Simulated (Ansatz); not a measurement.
# Cl-CC-Cl chair monolayer in a perpendicular field, part 2 of 2

What dipole does a perpendicular field induce in the Cl-CC-Cl chair monolayer, and does the gap follow? A positive field points along +c.

Ansatz 0.2.0; plane-wave DFT, PBE-D3(BJ), Ansatz PAW.

So far. Step 2 (Relaxing the slab): The lattice constant a goes from 2.508 to 2.895 Å.

**3. Single point, field 0**

A sawtooth potential applies the field, turning back in the middle of the vacuum. With the dipole correction the typed value is the field outside the slab. The induced dipole is small, so the SCF threshold is tight.

The cell differs from the one that the last finished run ended in (c 39.167 → 22.006 Å).

Contents of input.yaml:

```yaml
crystal:
  lattice:
    - [2.8952697847, 0.0, 0.0]
    - [-1.4476348924, 2.5073771844, 0.0]
    - [0.0, 0.0, 22.0064293506]
  atoms:
    - { symbol: Cl, position: [0.6666666667, 0.3333333333, 0.40897139] }
    - { symbol: C, position: [0.6666666667, 0.3333333333, 0.4885059861] }
    - { symbol: C, position: [0.3333333333, 0.6666666667, 0.5114940139] }
    - { symbol: Cl, position: [0.3333333333, 0.6666666667, 0.59102861] }
kpoints:
  mp_grid: { grid: [24, 24, 1] }
  band_path:
    path: [[0, 0, 0], [0.5, 0, 0], [0.33333333, 0.33333333, 0], [0, 0, 0]]
    npoints: 16
hamiltonian:
  xc: pbe
  dispersion: d3bj
scf:
  occupations: { method: fermi_dirac, width: 0.02585 }
  convergence: { dr2_threshold: 1.0e-10 }
efield:
  axis: 3
  dipole_correction: true
  ramp_position: 0.97
  ramp_width: 0.06
  amplitude: 0
output:
  dos: { projected: true, e_range: [-6, 5] }
  write_potential: true
  write_density: true
  volumetric_format: npy
  elf: true
```

Run with:

```bash
ansatz run input.yaml --threads 2 --pin off --max-ram 3072MiB --backend cpu --events-out ev --progress --plain --runs-dir out
```

Numbers of over 12 decimals in the logs are rounded to 6 here.

Output:

```text
[...]
Crystal: 4 atoms, lattice volume = 159.756 Å³
Basis set: ecut = 420 eV, 3097 PW (Γ)
Bands: 15, of which v1, the nominal top of the filled ones, is band 11 counted from 1 (10 counted from 0)
Symmetry: 6 space group operations
k-points: 61 of 576 (time reversal used)
[...]
SCF iter   1: F=—  HF=-2658.545676 eV  |F-HF|=—  |Δ(HF+E_count)|=         —  Δρ=3.73e-3  dr2=5.60e-2  ethr=1.77e-3  p=0.000 e·Å  D=6.88e-14 V/Å  ΔV_dip=-0.00 eV  dr2_dipole=4.13e-10  V_vac-E_F(+/−)=3.86/3.86 eV  ⟨swp⟩=8.7  Hψ=6744  notcnv=0
efield: sawtooth ramp at fractional position 0.9700 (set: `efield.ramp_position`, or a place that a band, a saddle search or an elastic batch's reference lends), width 0.0600; the density the first Hamiltonian is built on has a dipole p = 0.000 e·Å; the dipole correction subtracts the counter field D = 6.88e-14 V/Å, which shifts the + side's vacuum level by -0.00 eV against the − side's; the planar-averaged density in the ramp window peaks in size at 1.6e-5 e/Å³
[...]
SCF iter   2: F=—  HF=-2658.532551 eV  |F-HF|=—  |Δ(HF+E_count)|=   1.31e-2  Δρ=2.76e-3  dr2=3.25e-2  ethr=2.54e-4  p=0.000 e·Å  D=1.53e-5 V/Å  ΔV_dip=-0.00 eV  dr2_dipole=6.85e-9  V_vac-E_F(+/−)=3.15/3.15 eV  ⟨swp⟩=3.1  Hψ=2136  notcnv=0
[...]
SCF iter  11: F=-2658.526709 eV  HF=-2658.526709 eV  |F-HF|=1.36e-11  |Δ(HF+E_count)|=  8.59e-11  Δρ=2.00e-7  dr2=4.93e-11  ethr=1.00e-12  p=-0.000 e·Å  D=-2.90e-7 V/Å  ΔV_dip=0.00 eV  dr2_dipole=2.81e-13  V_vac-E_F(+/−)=3.08/3.08 eV  ⟨swp⟩=2.3  Hψ=2943  notcnv=0
SCF 1 converged in 11 iterations: F = -2658.526709 eV  dr2 = 4.93e-11
[...]
NSCF: frozen V_eff on 49 k-points
efield: sawtooth ramp at fractional position 0.9700 (kept from the solve that this one continues, or follows in the run), width 0.0600; the density the first Hamiltonian is built on has a dipole p = -0.000 e·Å; the dipole correction subtracts the counter field D = -2.90e-7 V/Å, which shifts the + side's vacuum level by +0.00 eV against the − side's; the planar-averaged density in the ramp window peaks in size at 8.3e-7 e/Å³
[...]
SCF converged after 11 iterations
Free energy (F): -2658.526709 eV
[...]
Internal energy: -2658.526709 eV  (E = F + TS)
E sigma→0 (E₀):  -2658.526709 eV
Fermi energy:    0.798822 eV
Dipole field:    D = 0.000001 V/Å  (p = 0.000000 e·Å, saw-weighted, corrected)
Work function:   Φ+ = 3.0843 eV   Φ− = 3.0843 eV
Levels:          The Fermi level and band energies are counted from a zero that moves with the ramp; work functions are not
[...]
--- Band table (eV; the first three rows and the last of 61) ---
  k-point 0: bands = [... 7 lower, -1.2342, -1.2342, 0.0290, 0.0290, 1.5376, 1.8305, 2.9618, 3.7758]
  k-point 1: bands = [... 7 lower, -1.3517, -1.2510, -0.1030, 0.0026, 1.6109, 1.9225, 2.9894, 3.7744]
  k-point 2: bands = [... 7 lower, -1.6784, -1.3027, -0.4700, -0.0735, 1.7475, 2.1942, 3.0541, 3.8218]
  k-point 60: bands = [... 7 lower, -5.4701, -4.3741, -4.3741, -4.0929, 4.0924, 4.0924, 5.1951, 6.4711]
```

The job ended after 9.2 s (2 threads of Intel Xeon Platinum 8488C (Sapphire Rapids), shared host; peak memory 0.52 GiB).

Reading the cycles: dr2 is the Hartree energy of the density residual (eV), the measure of convergence; HF is the Harris–Foulkes estimate of the energy, which meets the free energy F at convergence.

This step gave:

* gap on the k-mesh: 1.509 eV
* dipole along the normal: 4.48e-7 e·Å
* gap along the path: 1.509 eV
* smallest direct gap along the path: 1.509 eV
* ionisation energy, upper face: 3.854 eV
* electron affinity, upper face: 2.346 eV
* gap, the smaller of path and mesh: 1.509 eV

Running mean over a fixed 2.8 Å (it still follows the layers) of the planar mean; the ramp of the sawtooth is left out. Table of electron's electrostatic potential energy less the Fermi level by z:

z (Å), electron's electrostatic potential energy less the Fermi level (eV) and a bar from the least value:
```
     2.93       3.08 ##############################
     3.37       3.08 ##############################
     3.81       3.08 ##############################
     4.25       3.08 ##############################
     4.69       3.08 ##############################
     5.13       3.08 ##############################
     5.57       3.08 ##############################
     6.02       3.07 ##############################
     6.46       3.00 ##############################
     6.90       2.64 #############################
     7.34       1.20 ##########################
     7.78      -1.08 ####################
     8.22      -2.94 ################
     8.66      -3.81 ##############
     9.10      -5.12 ###########
     9.54      -7.70 #####
     9.98      -9.80 
    10.42      -9.50 #
    10.86      -8.17 ####
    11.15      -8.17 ####
    11.59      -9.50 #
    12.03      -9.80 
    12.47      -7.70 #####
    12.91      -5.12 ###########
    13.35      -3.81 ##############
    13.79      -2.94 ################
    14.23      -1.08 ####################
    14.67       1.20 ##########################
    15.11       2.64 #############################
    15.55       3.00 ##############################
    15.99       3.07 ##############################
    16.43       3.08 ##############################
    16.87       3.08 ##############################
    17.31       3.08 ##############################
    17.75       3.08 ##############################
    18.19       3.08 ##############################
    18.63       3.08 ##############################
    19.07       3.08 ##############################
```

The density of states has structure finer than the step of the table below, so its rows give means over 0.25 eV, whole bins alone (the curve runs from -6 to 2.66 eV). Peaks (eV: height): -5.390: 3.18, -3.190: 2.40, -2.090: 2.61, 1.720: 2.09, 2.300: 2.75, 2.440: 2.96, 2.490: 2.31.

Table of density of states by energy, zero at the Fermi level of the run, which the smearing sets inside the gap; means over each step:

| energy (eV) | density of states (states/eV a cell) |
| --- | --- |
| -5.75 | 2.16 |
| -5.50 | 2.30 |
| -5.25 | 1.86 |
| -5.00 | 1.35 |
| -4.75 | 1.26 |
| -4.50 | 1.26 |
| -4.25 | 1.26 |
| -4.00 | 1.29 |
| -3.75 | 1.37 |
| -3.50 | 1.52 |
| -3.25 | 1.99 |
| -3.00 | 1.76 |
| -2.75 | 1.60 |
| -2.50 | 1.59 |
| -2.25 | 1.76 |
| -2.00 | 1.55 |
| -1.75 | 0.886 |
| -1.50 | 0.725 |
| -1.25 | 0.633 |
| -1.00 | 0.576 |
| -0.75 | 0.226 |
| -0.50 | 0 |
| -0.25 | 0 |
| 0.00 | 0 |
| 0.25 | 0 |
| 0.50 | 0 |
| 0.75 | 0.104 |
| 1.00 | 0.966 |
| 1.25 | 1.43 |
| 1.50 | 1.53 |
| 1.75 | 1.71 |
| 2.00 | 1.44 |
| 2.25 | 2.05 |
| 2.50 | 2.14 |

Projected DOS per atom over height of the atomic layer and energy from the Fermi level. Layers: Cl C C Cl from below.

Ten even steps from '_' (0.00 states/eV) to '@' (0.86 states/eV), each cell a mean:
```
--****--
::++++::
..****..
..++++..
__....__
________
________
________
________
::____::
--____--
++____++
@@....@@
%%____%%
@@____@@
%%____%%
##____##
**____**
**____**
**....**
@@----@@
@@----@@
```
Columns: height of the atomic layer (Å) from 9 to 13.0 (not evenly spaced); rows upwards: energy from the Fermi level (eV) from -5.96 to 2.59.

Electronic bands along the path, in eV, zero at the Fermi level of the run, which the smearing sets inside the gap:

| point | band 8 | band 9 | band 10 | band 11 | band 12 | band 13 | band 14 | band 15 |
| --- | --- | --- | --- | --- | --- | --- | --- | --- |
| Γ | -2.03 | -2.03 | -0.77 | -0.77 | 0.74 | 1.03 | 2.16 | 2.98 |
| halfway | -4.55 | -3.86 | -2.60 | -1.48 | 1.36 | 1.85 | 2.84 | 4.53 |
| M | -6.21 | -6.07 | -3.17 | -2.07 | 0.97 | 2.86 | 3.02 | 5.14 |
| halfway | -6.14 | -5.91 | -4.24 | -3.32 | 2.72 | 3.07 | 3.37 | 4.93 |
| K | -6.27 | -5.17 | -5.17 | -4.89 | 3.29 | 3.29 | 4.40 | 5.67 |
| halfway | -4.55 | -4.53 | -3.03 | -2.26 | 2.12 | 2.48 | 2.94 | 4.12 |
| Γ | -2.03 | -2.03 | -0.77 | -0.77 | 0.74 | 1.03 | 2.16 | 2.98 |

Electrostatic potential energy in the ca plane at fractional y = 0.333, with atoms of Cl and C within 0.2 Å of it. With pseudopotentials it is smooth inside the atoms' cores, unlike the true potential.

Ten even steps from '0' (-47 eV) to '9' (4 eV), each cell a mean:
```
99999999999999999974468766899999999999999999
99999999999999999720026300589999999999999999
99999999999999999710015100489999999999999999
99999999999999999830036411689999999999999999
99999999999999999975578867899999999999999999
99999999999999999999999988889878899999999999
99999999999999999999999998889877899999999999
99999999999999999999899988889888999999999999
```
Columns run along c (16.0 Å, from fractional 0.09 to 0.81 of the cell; values clipped at the 3rd and 97th percentile), rows up along a (2.9 Å). Atoms in or near the plane, at fractional coordinates: Cl at (0.41, 0.67), C at (0.49, 0.67).

ELF in the ca plane at fractional y = 0.333, with atoms of Cl and C within 0.2 Å of it. It is the smooth field of the valence electrons, not physical close to the nuclei.

Values, 5 rows by 16 columns, each cell a mean:
```
0.00 0.00 0.00 0.00 0.00 0.11 0.75 0.80 0.59 0.64 0.18 0.40 0.09 0.00 0.00 0.00
0.00 0.00 0.00 0.00 0.00 0.14 0.70 0.49 0.58 0.38 0.06 0.05 0.01 0.00 0.00 0.00
0.00 0.00 0.00 0.00 0.00 0.11 0.75 0.80 0.59 0.64 0.17 0.39 0.09 0.00 0.00 0.00
0.00 0.00 0.00 0.00 0.00 0.02 0.30 0.42 0.23 0.56 0.47 0.85 0.34 0.01 0.00 0.00
0.00 0.00 0.00 0.00 0.00 0.02 0.30 0.42 0.23 0.56 0.47 0.85 0.34 0.01 0.00 0.00
```
Columns run along c (16.0 Å, from fractional 0.09 to 0.81 of the cell), rows up along a (2.9 Å). Atoms in or near the plane, at fractional coordinates: Cl at (0.41, 0.67), C at (0.49, 0.67).

Valence density in the ca plane at fractional y = 0.333, with atoms of Cl and C within 0.2 Å of it. It is the smooth field of the valence electrons, not physical close to the nuclei.

Ten even steps from '0' (0.0 e/Å³) to '9' (1.6 e/Å³), each cell a mean:
```
00000000000000000148853355310112100000000000
00000000000000000388896799410000000000000000
00000000000000000383398999510000000000000000
00000000000000000289986688410011000000000000
00000000000000000147742245311122100000000000
00000000000000000012211123211244210000000000
00000000000000000001100012211355310000000000
00000000000000000012211123211244200000000000
```
Columns run along c (16.0 Å, from fractional 0.09 to 0.81 of the cell), rows up along a (2.9 Å). Atoms in or near the plane, at fractional coordinates: Cl at (0.41, 0.67), C at (0.49, 0.67).

The gap is 1.51 eV, with the valence edge 3.85 eV and the conduction edge 2.35 eV under the upper vacuum level.

**4. Single point, field 0.1 V/Å**

input.yaml: that of step 3 with these lines changed.

```diff
@@ -26,5 +26,4 @@
   ramp_width: 0.06
-  amplitude: 0
+  amplitude: 0.1
 output:
-  dos: { projected: true, e_range: [-6, 5] }
   write_potential: true
@@ -32,2 +31 @@
   volumetric_format: npy
-  elf: true
```

Output:

```text
[...]
Crystal: 4 atoms, lattice volume = 159.756 Å³
Basis set: ecut = 420 eV, 3097 PW (Γ)
Bands: 15, of which v1, the nominal top of the filled ones, is band 11 counted from 1 (10 counted from 0)
Symmetry: 6 space group operations
k-points: 61 of 576 (time reversal used)
[...]
--- Band table (eV; the first three rows and the last of 61) ---
  k-point 0: bands = [... 7 lower, -1.2346, -1.2346, 0.0290, 0.0290, 1.5352, 1.8254, 2.9423, 3.7033]
  k-point 1: bands = [... 7 lower, -1.3522, -1.2514, -0.1030, 0.0026, 1.6075, 1.9186, 2.9708, 3.7235]
  k-point 2: bands = [... 7 lower, -1.6789, -1.3032, -0.4700, -0.0735, 1.7426, 2.1918, 3.0390, 3.7739]
  k-point 60: bands = [... 7 lower, -5.4706, -4.3884, -4.3602, -4.0929, 4.0747, 4.1093, 5.1947, 6.4672]
[key lines of the parts left out:]
SCF converged after 14 iterations
Free energy (F): -2658.527804 eV
Fermi energy:    0.797491 eV
Dipole field:    D = 0.024811 V/Å  (p = 0.021905 e·Å, saw-weighted, corrected)
```

Run time: 9.9 s. Hardware: 2 threads; peak memory 0.49 GiB; 20 s of CPU time.

The dipole is 0.0219 e·Å, and the gap 1.506 eV.

**5. Single point, field -0.1 V/Å**

input.yaml: that of step 4 with these lines changed.

```diff
@@ -26,3 +26,3 @@
   ramp_width: 0.06
-  amplitude: 0.1
+  amplitude: -0.1
 output:
```

Output:

```text
[...]
Crystal: 4 atoms, lattice volume = 159.756 Å³
Basis set: ecut = 420 eV, 3097 PW (Γ)
Bands: 15, of which v1, the nominal top of the filled ones, is band 11 counted from 1 (10 counted from 0)
Symmetry: 6 space group operations
k-points: 61 of 576 (time reversal used)
[...]
--- Band table (eV; the first three rows and the last of 61) ---
  k-point 0: bands = [... 7 lower, -1.2346, -1.2346, 0.0290, 0.0290, 1.5352, 1.8254, 2.9423, 3.7033]
  k-point 1: bands = [... 7 lower, -1.3522, -1.2514, -0.1030, 0.0026, 1.6075, 1.9186, 2.9708, 3.7235]
  k-point 2: bands = [... 7 lower, -1.6789, -1.3032, -0.4700, -0.0735, 1.7426, 2.1918, 3.0390, 3.7739]
  k-point 60: bands = [... 7 lower, -5.4706, -4.3884, -4.3602, -4.0929, 4.0747, 4.1093, 5.1947, 6.4672]
[key lines of the parts left out:]
SCF converged after 14 iterations
Free energy (F): -2658.527804 eV
Fermi energy:    0.797491 eV
Dipole field:    D = -0.024811 V/Å  (p = -0.021905 e·Å, saw-weighted, corrected)
```

Run time: 9.6 s. Hardware: 2 threads; peak memory 0.49 GiB.

The dipole is -0.0219 e·Å, and the gap 1.506 eV.

**6. Response, atoms held**

This step: plane-wave DFT, PBE-D3(BJ), Ansatz PAW; response to a field along the normal, atoms held (Ansatz 0.2.0).

The dipoles give the slope, and the difference of two potentials shows where the field is screened.

This step gave:

```yaml
equivalent_conductor_thickness_p_eps_0ae: 5.460 Å
distance_between_the_outer_atoms: 4.006 Å
```

Table of dipole of the cell by applied field:

| applied field (V/Å) | dipole of the cell (e·Å) |
| --- | --- |
| -0.1000 | -0.0219 |
| 0.0000 | 4.5e-7 |
| 0.1000 | 0.0219 |

Local field over the applied field, running mean. From the potentials at -0.1 and 0.1 V/Å; running mean over 2.5 Å. Table of local field over applied field by z:

z (Å), local field over applied field and a bar:
```
      4.5      1.000 ##############################
      5.0      0.999 ##############################
      5.5      0.997 ##############################
      6.0      0.988 ##############################
      6.5      0.960 #############################
      7.0      0.879 ##########################
      7.5      0.721 #####################
      8.0      0.533 ###############
      8.5      0.357 #########
      9.0      0.215 ####
      9.5      0.129 #
     10.0      0.091 
     10.5      0.114 #
     11.0      0.127 #
     11.5      0.115 #
     12.0      0.091 
     12.5      0.128 #
     13.0      0.214 ####
     13.5      0.355 #########
     14.0      0.530 ##############
     14.5      0.719 #####################
     15.0      0.877 ##########################
     15.5      0.959 #############################
     16.0      0.988 ##############################
     16.5      0.997 ##############################
     17.0      0.999 ##############################
     17.5      1.000 ##############################
```

Electrons, planar mean, per unit field. The induced electron density by z:

| z (Å) | induced electron density (e/Å³ per V/Å) |
| --- | --- |
| 4.11 | 2.6e-7 |
| 4.55 | 8.0e-7 |
| 4.84 | 1.7e-6 |
| 5.28 | 5.8e-6 |
| 5.57 | 1.3e-5 |
| 6.02 | 4.2e-5 |
| 6.31 | 9.3e-5 |
| 6.75 | 2.9e-4 |
| 7.04 | 6.0e-4 |
| 7.48 | 0.00167 |
| 7.78 | 0.00299 |
| 8.22 | 0.00484 |
| 8.51 | 0.00391 |
| 8.95 | -8.7e-5 |
| 9.39 | -2.9e-4 |
| 9.68 | -5.4e-4 |
| 10.12 | -0.00111 |
| 10.42 | 3.6e-4 |
| 10.86 | 0.00253 |
| 11.15 | -0.00253 |
| 11.59 | -3.6e-4 |
| 11.88 | 0.00111 |
| 12.32 | 5.4e-4 |
| 12.62 | 2.9e-4 |
| 13.06 | 8.7e-5 |
| 13.50 | -0.00391 |
| 13.79 | -0.00484 |
| 14.23 | -0.00299 |
| 14.52 | -0.00167 |
| 14.96 | -6.0e-4 |
| 15.26 | -2.9e-4 |
| 15.70 | -9.3e-5 |
| 15.99 | -4.2e-5 |
| 16.43 | -1.3e-5 |
| 16.72 | -5.8e-6 |
| 17.16 | -1.7e-6 |
| 17.46 | -8.0e-7 |
| 17.90 | -2.6e-7 |

The smaller of the gaps on the path and on the k-mesh, counted as 0 under 0.03 eV. The gap stays at 1.51 eV for applied field from -0.1 to 0.1 V/Å.

By hand: between -0.1 and 0.1 V/Å the dipole changes by 0.04381 e·Å, a slope of 0.2190 e·Å²/V. A perfect conductor of thickness t has p = ε₀AEt, so t = 180.95 × 0.2190 / 7.260 = 5.46 Å (e/ε₀ = 180.95 V·Å, A in Å²).

The induced dipole is that of a conductor 5.46 Å thick.

**7. Summary of results**

```yaml
gap_without_field: 1.51 eV
ionisation_energy_upper_face: 3.85 eV
electron_affinity_upper_face: 2.35 eV
equivalent_conductor_thickness_atoms_held: 5.46 Å
```

In words: The induced dipole equals that of a perfect conductor 5.46 Å thick, while the outer atoms lie 4.01 Å apart; an out-of-plane ε follows only once a thickness t is chosen, by 1 − 1/ε = 5.46 Å / t. The gap stays within 0.01 eV of 1.51 eV over the fields run, up to 0.1 V/Å in size. Semilocal functionals give gaps that are too small, and excitons are not included.

[Logs are printed without paths, hosts, clocks, repeated set-up lines and the standing remarks that a program may print on its own settings, such as how far it seeks lower states.]

[Hosts, paths, dates, database ids (printed as entryN), source tags and the programs' standing remarks are cut or masked in the printed files.]

[Maps of the electrostatic potential energy from Ansatz leave out the sawtooth potential of an applied field or a dipole correction, so their vacuum need not be flat; planar profiles and work functions include it.]
